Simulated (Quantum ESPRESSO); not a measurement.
# AlFe7 with and without spin polarisation

Aim: the moments that AlFe7 holds when they start parallel.

Program: Quantum ESPRESSO 7.5. Level of theory: PBE; plane waves with GBRV 1.5 PBE potentials, no spin-orbit coupling. Results are calculated unless marked as measured.

## 1. The structure

The structure is tetragonal, space group P4/mmm (No. 123). Conventional cell: a = 5.766 Å, b = 5.766 Å, c = 2.883 Å, α = 90.00°, β = 90.00°, γ = 90.00°. Nearest to Fe lie 2 Al at 2.50 Å and 6 Fe at 2.50 Å. Al has 8 Fe at 2.50 Å nearest. Nearest to Fe lie 8 Fe at 2.50 Å. Nearest to Fe lie 8 Fe at 2.50 Å. Farther neighbours are not listed.

The cell was typed by rule, not taken from a database of measured structures.

## 2. Run 1 (ferro +++++++)

The signs are those of the starting moments on the seeded atoms, the atoms that are given a moment.

The input, pw.in:

```
&CONTROL
  calculation = 'scf'
  prefix = 'pwscf'
  outdir = './tmp'
  pseudo_dir = './pseudo'
  disk_io = 'nowf'
/
&SYSTEM
  ibrav = 0
  celldm(1) = 8
  nat = 8
  ntyp = 2
  ecutwfc = 40
  ecutrho = 280
  nbnd = 80
  occupations = 'smearing'
  smearing = 'fd'
  degauss = 0.00367493
  nspin = 2
  starting_magnetization(1) = 0.1562
  starting_magnetization(2) = 0
/
&ELECTRONS
  conv_thr = 1.6d-08
  electron_maxstep = 150
  mixing_beta = 0.3
/
ATOMIC_SPECIES
Fe     55.8450 fe_pbe_v1.5.uspp.F.UPF
Al     26.9815 al_pbe_v1.uspp.F.UPF
CELL_PARAMETERS alat
   1.3619019964412    0.0000000000000    0.0000000000000
   0.0000000000000    1.3619019964412    0.0000000000000
   0.0000000000000    0.0000000000000    0.6809509982206
ATOMIC_POSITIONS crystal
Fe      0.0000000000    0.0000000000    0.0000000000
Al      0.2500000000    0.2500000000    0.5000000000
Fe      0.0000000000    0.5000000000    0.0000000000
Fe      0.2500000000    0.7500000000    0.5000000000
Fe      0.5000000000    0.0000000000    0.0000000000
Fe      0.7500000000    0.2500000000    0.5000000000
Fe      0.5000000000    0.5000000000    0.0000000000
Fe      0.7500000000    0.7500000000    0.5000000000
K_POINTS automatic
6 6 11 0 0 0
```

The run is started by

```
$ OMP_NUM_THREADS=1 mpirun -n 4 pw.x -nk 4 -in pw.in > pw.out
```

The program printed:

```text
Program PWSCF v.7.5 starts

     Message from routine setup:
     using ibrav=0 with symmetry is DISCOURAGED, use correct ibrav instead

     K-points division:     npool     =       4
     Subspace diagonalization in iterative solution of the eigenvalue problem:

     G-vector sticks info
     --------------------
     sticks:   dense  smooth     PW     G-vecs:    dense   smooth      PW
     Sum        2629    1505    465                51129    22053    3709

     Using Slab Decomposition

     bravais-lattice index     =            0
     lattice parameter (alat)  =       8.0000  a.u.
     unit-cell volume          =     646.6623 (a.u.)^3
     number of atoms/cell      =            8
     number of atomic types    =            2
     number of electrons       =       115.00
     number of Kohn-Sham states=           80
     kinetic-energy cutoff     =      40.0000  Ry
     charge density cutoff     =     280.0000  Ry
     scf convergence threshold =      1.6E-08
     mixing beta               =       0.3000
     number of iterations used =            8  plain     mixing
     Exchange-correlation= SLA  PW   PBE  PBE
                           (   1   4   3   4   0   0   0)

     celldm(1)=   8.000000  celldm(2)=   0.000000  celldm(3)=   0.000000
     celldm(4)=   0.000000  celldm(5)=   0.000000  celldm(6)=   0.000000

     crystal axes: (cart. coord. in units of alat)
               a(1) = (   1.361902   0.000000   0.000000 )
               a(2) = (   0.000000   1.361902   0.000000 )
               a(3) = (   0.000000   0.000000   0.680951 )

     reciprocal axes: (cart. coord. in units 2 pi/alat)
               b(1) = (  0.734267  0.000000  0.000000 )
               b(2) = (  0.000000  0.734267  0.000000 )
               b(3) = (  0.000000  0.000000  1.468534 )

     PseudoPot. # 1 for Fe read from file:
     fe_pbe_v1.5.uspp.F.UPF
     Pseudo is Ultrasoft + core correction, Zval = 16.0
     Generated by new atomic code, or converted to UPF format
     Using radial grid of  861 points,  6 beta functions with:
                l(1) =   0
                l(2) =   0
                l(3) =   1
                l(4) =   1
                l(5) =   2
                l(6) =   2
     Q(r) pseudized with  8 coefficients,  rinner =    1.000   1.000   1.000
                                                       1.000   1.000

     PseudoPot. # 2 for Al read from file:
     al_pbe_v1.uspp.F.UPF
     Pseudo is Ultrasoft + core correction, Zval =  3.0
     Generated by new atomic code, or converted to UPF format
     Using radial grid of  893 points,  3 beta functions with:
                l(1) =   0
                l(2) =   1
                l(3) =   2
     Q(r) pseudized with  8 coefficients,  rinner =    0.900   0.900   0.900
                                                       0.900   0.900

     atomic species   valence    mass     pseudopotential
     Fe               16.00    55.84500     Fe( 1.00)
     Al                3.00    26.98150     Al( 1.00)

     Starting magnetic structure
     atomic species   magnetization
     Fe              0.156
     Al              0.000

     16 Sym. Ops., with inversion, found (12 have fractional translation)

   Cartesian axes

     site n.     atom                  positions (alat units)
         1        Fe     tau(   1) = (   0.0000000   0.0000000   0.0000000  )
         2        Al     tau(   2) = (   0.3404755   0.3404755   0.3404755  )
         3        Fe     tau(   3) = (   0.0000000   0.6809510   0.0000000  )
         4        Fe     tau(   4) = (   0.3404755   1.0214265   0.3404755  )
         5        Fe     tau(   5) = (   0.6809510   0.0000000   0.0000000  )
         6        Fe     tau(   6) = (   1.0214265   0.3404755   0.3404755  )
         7        Fe     tau(   7) = (   0.6809510   0.6809510   0.0000000  )
         8        Fe     tau(   8) = (   1.0214265   1.0214265   0.3404755  )

     number of k points=    60  Fermi-Dirac smearing, width (Ry)=  0.0037
                       cart. coord. in units 2pi/alat
        k(    1) = (   0.0000000   0.0000000   0.0000000), wk =   0.0025253
        k(    2) = (   0.0000000   0.0000000   0.1335031), wk =   0.0050505
        k(    3) = (   0.0000000   0.0000000   0.2670063), wk =   0.0050505
        k(    4) = (   0.0000000   0.0000000   0.4005094), wk =   0.0050505
        k(    5) = (   0.0000000   0.0000000   0.5340125), wk =   0.0050505
        [... 55 further k-points ...]

     Dense  grid:    51129 G-vectors     FFT dimensions: (  60,  60,  30)

     Smooth grid:    22053 G-vectors     FFT dimensions: (  48,  48,  24)

     Check: negative core charge=   -0.000056
     Generating pointlists ...
     new r_m :   0.2433 (alat units)  1.9461 (a.u.) for type    1
     new r_m :   0.2433 (alat units)  1.9461 (a.u.) for type    2

     Initial potential from superposition of free atoms

     starting charge     107.9975, renormalised to     115.0000
     Starting wfcs are   95 randomized atomic wfcs

     Self-consistent Calculation

     iteration #  1     ecut=    40.00 Ry     beta= 0.30
     Davidson diagonalization with overlap
     ethr =  1.00E-02,  avg # of iterations =  3.6

     total energy              =   -1754.79363189 Ry
     estimated scf accuracy    <      18.73543565 Ry

     total magnetization       =    11.45 Bohr mag/cell
     absolute magnetization    =    11.73 Bohr mag/cell

     iteration #  2     ecut=    40.00 Ry     beta= 0.30
     Davidson diagonalization with overlap
     ethr =  1.00E-02,  avg # of iterations =  2.1

     total energy              =   -1757.72254295 Ry
     estimated scf accuracy    <       6.36683979 Ry

     total magnetization       =    16.28 Bohr mag/cell
     absolute magnetization    =    16.63 Bohr mag/cell

     iteration #  3     ecut=    40.00 Ry     beta= 0.30
     Davidson diagonalization with overlap
     ethr =  5.54E-03,  avg # of iterations =  1.6

     total energy              =   -1757.47710242 Ry
     estimated scf accuracy    <      40.48083255 Ry

     total magnetization       =     7.98 Bohr mag/cell
     absolute magnetization    =     8.29 Bohr mag/cell

     [... further iterations left out ...]

     iteration # 16     ecut=    40.00 Ry     beta= 0.30
     Davidson diagonalization with overlap
     ethr =  2.81E-10,  avg # of iterations =  2.1

     total energy              =   -1759.17789515 Ry
     estimated scf accuracy    <       0.00000015 Ry

     total magnetization       =    16.28 Bohr mag/cell
     absolute magnetization    =    17.58 Bohr mag/cell

     iteration # 17     ecut=    40.00 Ry     beta= 0.30
     Davidson diagonalization with overlap
     ethr =  1.27E-10,  avg # of iterations =  2.0

     total energy              =   -1759.17789517 Ry
     estimated scf accuracy    <       0.00000007 Ry

     total magnetization       =    16.28 Bohr mag/cell
     absolute magnetization    =    17.58 Bohr mag/cell

     iteration # 18     ecut=    40.00 Ry     beta= 0.30
     Davidson diagonalization with overlap
     ethr =  6.43E-11,  avg # of iterations =  1.0

     total energy              =   -1759.17789519 Ry
     estimated scf accuracy    <       0.00000004 Ry

     total magnetization       =    16.28 Bohr mag/cell
     absolute magnetization    =    17.58 Bohr mag/cell

     iteration # 19     ecut=    40.00 Ry     beta= 0.30
     Davidson diagonalization with overlap
     ethr =  3.13E-11,  avg # of iterations =  1.7

     Magnetic moment per site  (integrated on atomic sphere of radius R)
     atom   1 (R=0.243)  charge= 14.4618  magn=  2.3350
     atom   2 (R=0.243)  charge=  1.3151  magn= -0.1035
     atom   3 (R=0.243)  charge= 14.4618  magn=  2.3350
     atom   4 (R=0.243)  charge= 14.4412  magn=  2.4497
     atom   5 (R=0.243)  charge= 14.4618  magn=  2.3350
     atom   6 (R=0.243)  charge= 14.4412  magn=  2.4497
     atom   7 (R=0.243)  charge= 14.4618  magn=  2.3350
     atom   8 (R=0.243)  charge= 14.4287  magn=  2.5934

     End of self-consistent calculation

     Number of k-points >= 100: set verbosity='high' to print the bands.

     the Fermi energy is    16.3982 ev

!    total energy              =   -1759.17789520 Ry
     estimated scf accuracy    <          2.9E-09 Ry
     smearing contrib. (-TS)   =      -0.00424591 Ry
     internal energy E=F+TS    =   -1759.17364928 Ry

     The total energy is F=E-TS. E is the sum of the following terms:
     one-electron contribution =    -953.71794133 Ry
     hartree contribution      =     539.26479298 Ry
     xc contribution           =    -208.97671713 Ry
     ewald contribution        =   -1135.74378380 Ry

     total magnetization       =    16.28 Bohr mag/cell
     absolute magnetization    =    17.58 Bohr mag/cell

     convergence has been achieved in  19 iterations

=------------------------------------------------------------------------------=
   JOB DONE.
=------------------------------------------------------------------------------=
```

Run time: 4.1 min. Hardware: 4 MPI ranks of Arm Neoverse V1, shared host; peak memory 0.8 GiB; 16 min of CPU time.

Spin moment in the atom's sphere by atom:

| atom | spin moment in the atom's sphere (μB) |
| --- | --- |
| Fe1 | 2.33 |
| Al2 | -0.10 |
| Fe3 | 2.33 |
| Fe4 | 2.45 |
| Fe5 | 2.33 |
| Fe6 | 2.45 |
| Fe7 | 2.33 |
| Fe8 | 2.59 |

Numbers from this step:

```
smearing term TS       : 0.05777 eV
magnetization          : 16.28 μB
absolute magnetization : 17.58 μB
final state            : ferromagnetic
```

Spin density in the ab plane at fractional z = 0.500, with atoms of Al and Fe within 0.2 Å of it.

Ten even steps from '_' (-0.1 e/Å³) to '@' (4.7 e/Å³), each cell a mean:
```
________________________________
________________________________
______::==..__________::==..____
____..**@@==________..##@@==____
____..==**::________..++##::____
______....____________....______
________________________________
________________________________
________________________________
________________________________
______________________::==..____
____________________..**@@==____
____________________..==**::____
______________________....______
________________________________
________________________________
```
Columns run along a (5.8 Å), rows up along b (5.8 Å). Atoms in or near the plane, at fractional coordinates: Al at (0.25, 0.25), Fe at (0.25, 0.75), Fe at (0.75, 0.25), Fe at (0.75, 0.75).

Valence density in the ab plane at fractional z = 0.500, with atoms of Al and Fe within 0.2 Å of it. It is the smooth field of the valence electrons, not physical close to the nuclei.

Ten steps, logarithmic in the rise over the least value, from '0' (0 e/Å³) to '9' (22 e/Å³), each cell a mean:
```
1111111111111111
1123321111233211
1147862111478621
1159983111599831
1158973111589731
1125542111255421
1111111111111111
1111111111111111
1111111111111111
1110011111233211
1100001111478621
1101200111599831
1100100111589731
1110001111255421
1111111111111111
1111111111111111
```
Columns run along a (5.8 Å), rows up along b (5.8 Å). Atoms in or near the plane, at fractional coordinates: Al at (0.25, 0.25), Fe at (0.25, 0.75), Fe at (0.75, 0.25), Fe at (0.75, 0.75).

## 3. Start 2: no spin polarisation

Edit pw.in of step 2 so:

```diff
@@ -14,3 +14,3 @@
   ecutrho = 280
-  nbnd = 80
+  nbnd = 72
   occupations = 'smearing'
@@ -18,5 +18,2 @@
   degauss = 0.00367493
-  nspin = 2
-  starting_magnetization(1) = 0.1562
-  starting_magnetization(2) = 0
 /
```

The program printed:

```text
[banner, memory and clock lines left out]
Program PWSCF v.7.5 starts

     Message from routine setup:
     using ibrav=0 with symmetry is DISCOURAGED, use correct ibrav instead

     bravais-lattice index     =            0
     lattice parameter (alat)  =       8.0000  a.u.
     unit-cell volume          =     646.6623 (a.u.)^3
     number of atoms/cell      =            8
     number of atomic types    =            2
     number of electrons       =       115.00
     number of Kohn-Sham states=           72
     kinetic-energy cutoff     =      40.0000  Ry
     charge density cutoff     =     280.0000  Ry
     scf convergence threshold =      1.6E-08
     mixing beta               =       0.3000
     number of iterations used =            8  plain     mixing
     Exchange-correlation= SLA  PW   PBE  PBE
                           (   1   4   3   4   0   0   0)

     celldm(1)=   8.000000  celldm(2)=   0.000000  celldm(3)=   0.000000
     celldm(4)=   0.000000  celldm(5)=   0.000000  celldm(6)=   0.000000

     crystal axes: (cart. coord. in units of alat)
               a(1) = (   1.361902   0.000000   0.000000 )
               a(2) = (   0.000000   1.361902   0.000000 )
               a(3) = (   0.000000   0.000000   0.680951 )

     reciprocal axes: (cart. coord. in units 2 pi/alat)
               b(1) = (  0.734267  0.000000  0.000000 )
               b(2) = (  0.000000  0.734267  0.000000 )
               b(3) = (  0.000000  0.000000  1.468534 )

     PseudoPot. # 1 for Fe read from file:
     fe_pbe_v1.5.uspp.F.UPF
     Pseudo is Ultrasoft + core correction, Zval = 16.0

     PseudoPot. # 2 for Al read from file:
     al_pbe_v1.uspp.F.UPF
     Pseudo is Ultrasoft + core correction, Zval =  3.0

     atomic species   valence    mass     pseudopotential
     Fe               16.00    55.84500     Fe( 1.00)
     Al                3.00    26.98150     Al( 1.00)

     16 Sym. Ops., with inversion, found (12 have fractional translation)

   Cartesian axes

     site n.     atom                  positions (alat units)
         1        Fe     tau(   1) = (   0.0000000   0.0000000   0.0000000  )
         2        Al     tau(   2) = (   0.3404755   0.3404755   0.3404755  )
         3        Fe     tau(   3) = (   0.0000000   0.6809510   0.0000000  )
         4        Fe     tau(   4) = (   0.3404755   1.0214265   0.3404755  )
         5        Fe     tau(   5) = (   0.6809510   0.0000000   0.0000000  )
         6        Fe     tau(   6) = (   1.0214265   0.3404755   0.3404755  )
         7        Fe     tau(   7) = (   0.6809510   0.6809510   0.0000000  )
         8        Fe     tau(   8) = (   1.0214265   1.0214265   0.3404755  )

     number of k points=    60  Fermi-Dirac smearing, width (Ry)=  0.0037
                       cart. coord. in units 2pi/alat
        k(    1) = (   0.0000000   0.0000000   0.0000000), wk =   0.0050505
        k(    2) = (   0.0000000   0.0000000   0.1335031), wk =   0.0101010
        k(    3) = (   0.0000000   0.0000000   0.2670063), wk =   0.0101010
        k(    4) = (   0.0000000   0.0000000   0.4005094), wk =   0.0101010
        k(    5) = (   0.0000000   0.0000000   0.5340125), wk =   0.0101010
        [... 55 further k-points ...]

     Dense  grid:    51129 G-vectors     FFT dimensions: (  60,  60,  30)

     Smooth grid:    22053 G-vectors     FFT dimensions: (  48,  48,  24)

     Check: negative core charge=   -0.000056

     Initial potential from superposition of free atoms

     starting charge     107.9975, renormalised to     115.0000
     Starting wfcs are   95 randomized atomic wfcs

     Self-consistent Calculation

     iteration #  1     ecut=    40.00 Ry     beta= 0.30
     Davidson diagonalization with overlap
     ethr =  1.00E-02,  avg # of iterations =  2.7

     total energy              =   -1754.40790961 Ry
     estimated scf accuracy    <      19.54158085 Ry

     iteration #  2     ecut=    40.00 Ry     beta= 0.30
     Davidson diagonalization with overlap
     ethr =  1.00E-02,  avg # of iterations =  3.1

     total energy              =   -1756.75766404 Ry
     estimated scf accuracy    <       8.89748316 Ry

     [... further iterations left out ...]

     iteration # 16     ecut=    40.00 Ry     beta= 0.30
     Davidson diagonalization with overlap
     ethr =  2.97E-09,  avg # of iterations =  1.0

     total energy              =   -1758.91680967 Ry
     estimated scf accuracy    <       0.00000003 Ry

     iteration # 17     ecut=    40.00 Ry     beta= 0.30
     Davidson diagonalization with overlap
     ethr =  2.65E-11,  avg # of iterations =  2.8

     End of self-consistent calculation

     [... lines left out ...]
     the Fermi energy is    16.3618 ev

!    total energy              =   -1758.91680967 Ry
     estimated scf accuracy    <          3.0E-09 Ry
     smearing contrib. (-TS)   =      -0.01602877 Ry
     internal energy E=F+TS    =   -1758.90078090 Ry

     The total energy is F=E-TS. E is the sum of the following terms:
     one-electron contribution =    -952.92322611 Ry
     hartree contribution      =     537.59725813 Ry
     xc contribution           =    -207.83102913 Ry
     ewald contribution        =   -1135.74378380 Ry

     convergence has been achieved in  17 iterations
```

Wall time 1.7 min (4 MPI ranks); peak memory 0.65 GiB; 6.7 min of CPU time.

Read from the output:

```yaml
smearing_term_ts: 0.2181 eV
final_state: non-magnetic (no spin polarisation)
```

## 4. Energies of the orders

An order is kept where moments of 0.15 μB or more survive with the typed signs; meshes match where a doubled cell samples the same k points as the first cell.

Orders:

| start | final state | typed order kept | energy over the lowest (meV a seeded atom) | largest site moment (μB) | net moment (μB a cell of the first run) | mesh matched | CPU time (s) |
| --- | --- | --- | --- | --- | --- | --- | --- |
| ferro +++++++ | ferromagnetic | yes | 0 | 2.593 | 16.28 | yes | 987.4 |
| no spin polarisation | non-magnetic | - | 507.5 | 0 | 0 | yes | 401.2 |

## 5. Summary of results

```yaml
state_found: ferromagnetic (from ferro +++++++)
largest_site_moment: 2.59 μB
state_without_moments: 507 meV a seeded atom higher
```

What this shows: No opposed start was run, so this says nothing of the order that the crystal takes. The cell was built by rule and the atoms were not relaxed, which can move these energies.

[Logs and program files are shortened in this print: banners, set-up blocks, solver, clock and traceback lines can be left out without a mark of their own.]

[Logs are printed without paths, hosts, clocks, repeated set-up lines and the standing remarks that a program may print on its own settings, such as how far it seeks lower states.]

[Hosts, paths, dates, database ids (printed as entryN), source tags and the programs' standing remarks are cut or masked in the printed files.]

[Where a cell is said to come from a database of computed structures, the database is the Materials Project.]
